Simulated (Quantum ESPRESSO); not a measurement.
**Collinear magnetic orders of MnF2 with Quantum ESPRESSO**

Does MnF2 prefer parallel or opposed moments, or none?

Calculated with Quantum ESPRESSO 7.5; PBE with U = 4 eV on Mn d (ortho-atomic projectors); plane waves with GBRV 1.5 PBE potentials, no spin-orbit coupling.

Most raw output is cut from this account.

## (1) The starting structure

Symmetry: P4_2/mnm, No. 136, tetragonal system. Conventional cell: a = 4.874 Å, b = 4.874 Å, c = 3.311 Å, α = 90.00°, β = 90.00°, γ = 90.00°. Nearest to Mn lie 6 F at 2.10 to 2.13 Å. Nearest to F lie 3 Mn at 2.10 to 2.13 Å. Farther neighbours and most contacts between anions are not listed.

The cell comes from the Crystallography Open Database.

## (2) Run 1 (ferro ++)

The signs are those of the starting moments on the seeded atoms, the atoms that are given a moment.

Input file pw.in:

```
&CONTROL
  calculation = 'scf'
  prefix = 'pwscf'
  outdir = './tmp'
  pseudo_dir = './pseudo'
  disk_io = 'nowf'
/
&SYSTEM
  ibrav = 0
  nat = 6
  ntyp = 2
  ecutwfc = 40
  ecutrho = 280
  nbnd = 44
  occupations = 'smearing'
  smearing = 'fd'
  degauss = 0.00734986
  nspin = 2
  starting_magnetization(1) = 0.3
  starting_magnetization(2) = 0
/
&ELECTRONS
  conv_thr = 1.2d-08
  electron_maxstep = 150
  mixing_beta = 0.3
/
ATOMIC_SPECIES
Mn     54.9380 mn_pbe_v1.5.uspp.F.UPF
F      18.9984 f_pbe_v1.4.uspp.F.UPF
CELL_PARAMETERS angstrom
   4.8738000000    0.0000000000    0.0000000000
   0.0000000000    4.8738000000    0.0000000000
   0.0000000000    0.0000000000    3.3107000000
ATOMIC_POSITIONS crystal
Mn      0.0000000000    0.0000000000    0.0000000000
Mn      0.5000000000    0.5000000000    0.5000000000
F       0.3053000000    0.3053000000    0.0000000000
F       0.1947000000    0.8053000000    0.5000000000
F       0.6947000000    0.6947000000    0.0000000000
F       0.8053000000    0.1947000000    0.5000000000
K_POINTS automatic
6 6 6 0 0 0
HUBBARD {ortho-atomic}
U Mn-3d 4.0000
```

On the command line:

```bash
$ OMP_NUM_THREADS=1 mpirun -n 2 pw.x -nk 2 -in pw.in > pw.out
```

It took 2.3 min on 2 MPI ranks of Arm Neoverse N1, shared host; peak memory 0.45 GiB; 4.6 min of CPU time.

Spin moment in the atom's sphere by atom:

```csv
atom,spin moment in the atom's sphere (μB)
Mn1,4.25
Mn2,4.25
F3,0.07
F4,0.07
F5,0.07
F6,0.07
```

Numbers from this step:

```
smearing term TS       : 1.78e-7 eV
magnetization          : 10 μB
absolute magnetization : 10.00 μB
final state            : ferromagnetic
```

Spin density in the ab plane at fractional z = 0.000, with atoms of Mn and F within 0.2 Å of it.

Values in e/Å³, 13 rows by 14 columns, each cell a mean:
```
5.2 2.2 0.5 0.1 0.0 0.0 0.0 0.0 0.0 0.0 0.0 0.2 1.0 3.8
1.0 0.5 0.2 0.0 0.0 0.0 0.0 0.0 0.0 0.0 0.0 0.1 0.3 0.8
0.2 0.1 0.1 0.0 0.0 0.0 0.0 0.0 0.0 0.0 0.0 0.0 0.0 0.1
0.0 0.0 0.0 0.0 0.0 0.0 0.0 0.0 0.0 0.2 0.2 0.0 0.0 0.0
0.0 0.0 0.0 0.0 0.0 0.0 0.0 0.0 0.0 0.1 0.1 0.0 0.0 0.0
0.0 0.0 0.0 0.0 0.0 0.0 0.0 0.0 0.0 0.0 0.0 0.0 0.0 0.0
0.0 0.0 0.0 0.0 0.0 0.0 0.0 0.0 0.0 0.0 0.0 0.0 0.0 0.0
0.0 0.0 0.0 0.0 0.1 0.0 0.0 0.0 0.0 0.0 0.0 0.0 0.0 0.0
0.0 0.0 0.0 0.1 0.2 0.1 0.0 0.0 0.0 0.0 0.0 0.0 0.0 0.0
0.1 0.0 0.0 0.0 0.1 0.1 0.0 0.0 0.0 0.0 0.0 0.0 0.0 0.1
0.4 0.2 0.1 0.0 0.0 0.0 0.0 0.0 0.0 0.0 0.0 0.1 0.2 0.3
2.8 1.2 0.3 0.1 0.0 0.0 0.0 0.0 0.0 0.0 0.0 0.1 0.6 1.9
6.9 3.3 0.6 0.1 0.0 0.0 0.0 0.0 0.0 0.0 0.0 0.2 1.3 5.3
```
Columns run along a (4.9 Å), rows up along b (4.9 Å). Atoms in or near the plane, at fractional coordinates: Mn at (0.00, 0.00), F at (0.31, 0.31), F at (0.69, 0.69).

Valence density in the ab plane at fractional z = 0.000, with atoms of Mn and F within 0.2 Å of it. It is the smooth field of the valence electrons, not physical close to the nuclei.

Ten steps, logarithmic in the rise over the least value, from '_' (0 e/Å³) to '@' (16 e/Å³), each cell a mean:
```
@@%%==..____________..::**@@
**==::__________::----::--++
::..__________::==####++::::
______________--**@@@@**--..
______________::++%%%%++::__
______________..--++==--..__
____..::--::............____
__..--++##**--..____________
__..==##@@%%++..____________
....==##%%##==..____________
==----==++==::__________::--
%%**--::::..__________..==##
@@@@++..______________::##@@
```
Columns run along a (4.9 Å), rows up along b (4.9 Å). Atoms in or near the plane, at fractional coordinates: Mn at (0.00, 0.00), F at (0.31, 0.31), F at (0.69, 0.69).

## (3) Run 2, typed as antiferro +−

Edit pw.in of step 2 so:

```diff
@@ -10,6 +10,6 @@
   nat = 6
-  ntyp = 2
+  ntyp = 3
   ecutwfc = 40
   ecutrho = 280
-  nbnd = 44
+  nbnd = 39
   occupations = 'smearing'
@@ -19,3 +19,4 @@
   starting_magnetization(1) = 0.3
-  starting_magnetization(2) = 0
+  starting_magnetization(2) = -0.3
+  starting_magnetization(3) = 0
 /
@@ -27,3 +28,4 @@
 ATOMIC_SPECIES
-Mn     54.9380 mn_pbe_v1.5.uspp.F.UPF
+Mn1    54.9380 mn_pbe_v1.5.uspp.F.UPF
+Mn2    54.9380 mn_pbe_v1.5.uspp.F.UPF
 F      18.9984 f_pbe_v1.4.uspp.F.UPF
@@ -34,4 +36,4 @@
 ATOMIC_POSITIONS crystal
-Mn      0.0000000000    0.0000000000    0.0000000000
-Mn      0.5000000000    0.5000000000    0.5000000000
+Mn1     0.0000000000    0.0000000000    0.0000000000
+Mn2     0.5000000000    0.5000000000    0.5000000000
 F       0.3053000000    0.3053000000    0.0000000000
@@ -43,2 +45,3 @@
 HUBBARD {ortho-atomic}
-U Mn-3d 4.0000
+U Mn1-3d 4.0000
+U Mn2-3d 4.0000
```

Wall time 2.7 min (2 MPI ranks); peak memory 0.47 GiB.

Spin moment in the atom's sphere by atom:

```csv
atom,spin moment in the atom's sphere (μB)
Mn1,4.24
Mn2,-4.24
F3,-0.02
F4,0.02
F5,-0.02
F6,0.02
```

Numbers from this step:

```
smearing term TS       : 3.93e-9 eV
magnetization          : 0 μB
absolute magnetization : 9.756 μB
final state            : antiferromagnetic
```

Spin density in the ab plane at fractional z = 0.000, with atoms of Mn and F within 0.2 Å of it.

Values in e/Å³, 13 rows by 14 columns, each cell a mean:
```
 5.2  2.2  0.5  0.1  0.0  0.0  0.0  0.0  0.0  0.0  0.0  0.2  1.0  3.8
 1.0  0.5  0.2  0.0  0.0  0.0  0.0  0.0  0.0  0.0  0.0  0.1  0.3  0.8
 0.2  0.1  0.1  0.0  0.0  0.0  0.0  0.0  0.0  0.0  0.0  0.0  0.0  0.1
 0.0  0.0  0.0  0.0  0.0  0.0  0.0  0.0  0.0 -0.1  0.0  0.0  0.0  0.0
 0.0  0.0  0.0  0.0  0.0  0.0  0.0  0.0  0.0 -0.1  0.0  0.0  0.0  0.0
 0.0  0.0  0.0  0.0  0.0  0.0  0.0  0.0  0.0  0.0  0.0  0.0  0.0  0.0
 0.0  0.0  0.0  0.0  0.0  0.0  0.0  0.0  0.0  0.0  0.0  0.0  0.0  0.0
 0.0  0.0  0.0  0.0  0.0  0.0  0.0  0.0  0.0  0.0  0.0  0.0  0.0  0.0
 0.0  0.0  0.0  0.0 -0.1 -0.1  0.0  0.0  0.0  0.0  0.0  0.0  0.0  0.0
 0.1  0.0  0.0  0.0  0.0  0.0  0.0  0.0  0.0  0.0  0.0  0.0  0.0  0.1
 0.4  0.2  0.1  0.0  0.0  0.0  0.0  0.0  0.0  0.0  0.0  0.1  0.2  0.3
 2.7  1.2  0.3  0.0  0.0  0.0  0.0  0.0  0.0  0.0  0.0  0.1  0.6  1.9
 6.9  3.3  0.6  0.1  0.0  0.0  0.0  0.0  0.0  0.0  0.0  0.2  1.3  5.2
```
Columns run along a (4.9 Å), rows up along b (4.9 Å). Atoms in or near the plane, at fractional coordinates: Mn at (0.00, 0.00), F at (0.31, 0.31), F at (0.69, 0.69).

Valence density in the ab plane at fractional z = 0.000, with atoms of Mn and F within 0.2 Å of it. It is the smooth field of the valence electrons, not physical close to the nuclei.

Ten steps, logarithmic in the rise over the least value, from '_' (0 e/Å³) to '@' (16 e/Å³), each cell a mean:
```
@@%%==..____________..::**@@
**==::__________::----::--++
::..__________::==####++::::
______________--**@@@@**--..
______________::++%%%%++::__
______________..--++==--..__
____..::--::............____
__..--++##**--..____________
__..==##@@%%++..____________
....==##%%##==..____________
==----==++==::__________::--
%%**--::::..__________..==##
@@@@++..______________::##@@
```
Columns run along a (4.9 Å), rows up along b (4.9 Å). Atoms in or near the plane, at fractional coordinates: Mn at (0.00, 0.00), F at (0.31, 0.31), F at (0.69, 0.69).

## (4) Run 3 (no spin polarisation)

Input file pw.in:

```
&CONTROL
  calculation = 'scf'
  prefix = 'pwscf'
  outdir = './tmp'
  pseudo_dir = './pseudo'
  disk_io = 'nowf'
/
&SYSTEM
  ibrav = 0
  nat = 6
  ntyp = 2
  ecutwfc = 40
  ecutrho = 280
  nbnd = 39
  occupations = 'smearing'
  smearing = 'fd'
  degauss = 0.00734986
/
&ELECTRONS
  conv_thr = 1.2d-08
  electron_maxstep = 150
  mixing_beta = 0.3
/
ATOMIC_SPECIES
Mn     54.9380 mn_pbe_v1.5.uspp.F.UPF
F      18.9984 f_pbe_v1.4.uspp.F.UPF
CELL_PARAMETERS angstrom
   4.8738000000    0.0000000000    0.0000000000
   0.0000000000    4.8738000000    0.0000000000
   0.0000000000    0.0000000000    3.3107000000
ATOMIC_POSITIONS crystal
Mn      0.0000000000    0.0000000000    0.0000000000
Mn      0.5000000000    0.5000000000    0.5000000000
F       0.3053000000    0.3053000000    0.0000000000
F       0.1947000000    0.8053000000    0.5000000000
F       0.6947000000    0.6947000000    0.0000000000
F       0.8053000000    0.1947000000    0.5000000000
K_POINTS automatic
6 6 6 0 0 0
HUBBARD {ortho-atomic}
U Mn-3d 4.0000
```

The job ended after 67 s (2 MPI ranks; peak memory 0.35 GiB; 2.2 min of CPU time).

This step gave:

* smearing term TS: 0.2177 eV
* final state: non-magnetic (no spin polarisation)

## (5) Energies of the orders

An order is kept where moments of 0.15 μB or more survive with the typed signs; meshes match where a doubled cell samples the same k points as the first cell.

Orders:

```csv
start,final state,typed order kept,energy over the lowest (meV a seeded atom),largest site moment (μB),net moment (μB a cell of the first run),mesh matched,CPU time (s)
ferro ++,ferromagnetic,yes,19.79,4.247,10,yes,277.4
antiferro +-,antiferromagnetic,yes,0,4.235,0,yes,321.4
no spin polarisation,non-magnetic,-,4535,0,0,yes,133
```

## (6) Occupations of the corrected shells in the lowest state

Occupations of the Hubbard shells:

```csv
block,type,shell,spin,electrons,occupation numbers
1,Mn1,3d,up,4.987,0.995 0.996 0.998 0.999 0.999
1,Mn1,3d,down,0.1988,0.017 0.020 0.023 0.067 0.072
2,Mn2,3d,up,0.1988,0.017 0.020 0.023 0.067 0.072
2,Mn2,3d,down,4.987,0.995 0.996 0.998 0.999 0.999
```

## (7) What came out

```yaml
lowest_state_found: antiferromagnetic (from antiferro +-)
largest_site_moment: 4.24 μB
next_state_with_moments: ferromagnetic, 19.8 meV a seeded atom higher
state_without_moments_under_the_same_u: 4535 meV a seeded atom higher
```

In words: Under a U the spinless run pays the Hubbard penalty of a partly filled shell, so its energy overstates what forming the moments gains. This is the lowest of 3 collinear or spinless starts, no proof of the ground state. Energies are free energies at an electronic temperature of 1160 K, which lowers moments and differences where the moments are itinerant.

[Logs and program files are shortened in this print: banners, set-up blocks, solver, clock and traceback lines can be left out without a mark of their own.]

[Logs are printed without paths, hosts, clocks, repeated set-up lines and the standing remarks that a program may print on its own settings, such as how far it seeks lower states.]

[Hosts, paths, dates, database ids (printed as entryN), source tags and the programs' standing remarks are cut or masked in the printed files.]

[Where a cell is said to come from a database of computed structures, the database is the Materials Project.]
